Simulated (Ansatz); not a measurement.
# Series on liquid (Cs,Li)F, by temperature

How do cells made at different temperatures differ in energy, pressure, forces, levels, charges and cost?

Computed with Ansatz 0.2.0: Kohn-Sham DFT, PBEsol, PAW (set soft_2). Every run is a single point, with the atoms held where the recipe put them (cutoff of the plane-wave runs 420 eV, fermi-dirac smearing of 0.05 eV).

First member: 112 atoms (22 Cs, 34 Li, 56 F) placed at random at 2.94 g/cm³, melted at 1600 K for 10 ps at fixed volume with the Lennard-Jones and Coulomb ion parameters for SPC/E (Joung and Cheatham, J. Phys. Chem. B 112, 9020 (2008)), full charges. Snapshot at the end of a hold of 15 ps at 900 K and zero pressure.

Last member: 112 atoms (22 Cs, 34 Li, 56 F) placed at random at 2.94 g/cm³, melted at 1600 K for 10 ps at fixed volume with the Lennard-Jones and Coulomb ion parameters for SPC/E (Joung and Cheatham, J. Phys. Chem. B 112, 9020 (2008)), full charges. Snapshot at the end of a hold of 15 ps at 1300 K and zero pressure.

The members:

| temperature (K) | reduced formula | atoms | valence electrons | k-mesh | basis | density (g/cm³) |
| --- | --- | --- | --- | --- | --- | --- |
| 900 | Cs11Li17F28 | 112 | 692 | 1×1×1 | plane waves | 3.08 |
| 1000 | Cs11Li17F28 | 112 | 692 | 1×1×1 | plane waves | 2.95 |
| 1300 | Cs11Li17F28 | 112 | 692 | 1×1×1 | plane waves | 2.75 |

Each cell is one sample from a classical run, so sample-to-sample scatter enters every column; pressures lack the kinetic term.

The input of the first member, without its atom lines; other members have their own cell and atoms, and may differ in mesh, basis and outputs:

```yaml
crystal:
  lattice:
    - [13.15098, 0.0, 0.0]
    - [0.0, 13.15098, 0.0]
    - [0.0, 0.0, 13.15098]
  atoms:
    [... 112 lines ...]
kpoints:
  mp_grid: { grid: [1, 1, 1] }
hamiltonian:
  xc: pbesol
scf:
  occupations: { method: fermi_dirac, width: 0.05 }
output:
  forces: true
  stress: true
  populations: intrinsic
  dos:
    method: { smearing: { sigma: 0.08 } }
    de: 0.1
    projected: { site_lists: { Cs: [Cs], F: [F], Li: [Li] } }
  eigenvalues: true
  write_density: true
  write_potential: true
  volumetric_format: npy
```

Results; charges are mean intrinsic-atomic-orbital charges in e:

| temperature (K) | energy less the first member's (meV/atom) | pressure (GPa) | r.m.s. force (eV/Å) | gap (eV) | q(Li) | q(F) | q(Cs) |
| --- | --- | --- | --- | --- | --- | --- | --- |
| 900 | 0.0 | -3.28 | 0.373 | 4.66 | +0.77 | -0.84 | +0.93 |
| 1000 | 19.1 | -3.35 | 0.411 | 4.53 | +0.78 | -0.84 | +0.93 |
| 1300 | 78.1 | -3.14 | 0.502 | 3.77 | +0.78 | -0.84 | +0.94 |

The gap is that between the highest filled and lowest empty Kohn-Sham level on the run's k-points; tail or defect levels can set it.

Cost on 8 threads of Intel Xeon Platinum 8488C (Sapphire Rapids), shared host:

| temperature (K) | atoms | basis | k-mesh | SCF cycles | time | host memory (GiB) |
| --- | --- | --- | --- | --- | --- | --- |
| 900 | 112 | plane waves | 1×1×1 | 10 | 15 s | 3.2 |
| 1000 | 112 | plane waves | 1×1×1 | 10 | 16 s | 3.3 |
| 1300 | 112 | plane waves | 1×1×1 | 10 | 15 s | 3.6 |

Times include the outputs that each run asked for, on hosts shared with other jobs.

What the series shows: The energy against the first member goes steadily from 0.0 meV/atom at 900 to 78.1 meV/atom at 1300 K; each member is a single configuration. The gap goes steadily from 4.66 eV at 900 to 3.77 eV at 1300 K; in single samples it varies with the configuration. The density spans 2.75 to 3.08 g/cm³, so the columns mix its effect with that of the temperature. The pressure goes from -3.3 GPa at 900 to -3.1 GPa at 1300 K. The r.m.s. force goes steadily from 0.37 eV/Å at 900 to 0.5 eV/Å at 1300 K.

Caveats: Spin–orbit coupling is left out, which matters for the levels of the heavy elements. The starting topology of bonds comes from the classical model, and needn't be the one that DFT or experiment would give. The ion parameters were fitted for water, not for melts, so the density of this cell may lie well off the real melt's. The coldest member lies under the melting points of the pure salts (LiF 1121 K and CsF 976 K), though mixtures near a eutectic melt much lower; whether it is supercooled wasn't checked. The cells aren't relaxed by DFT, which could reorder their energies.

[Logs are printed without paths, hosts, clocks, repeated set-up lines and the standing remarks that a program may print on its own settings, such as how far it seeks lower states.]

[Hosts, paths, dates, database ids (printed as entryN), source tags and the programs' standing remarks are cut or masked in the printed files.]
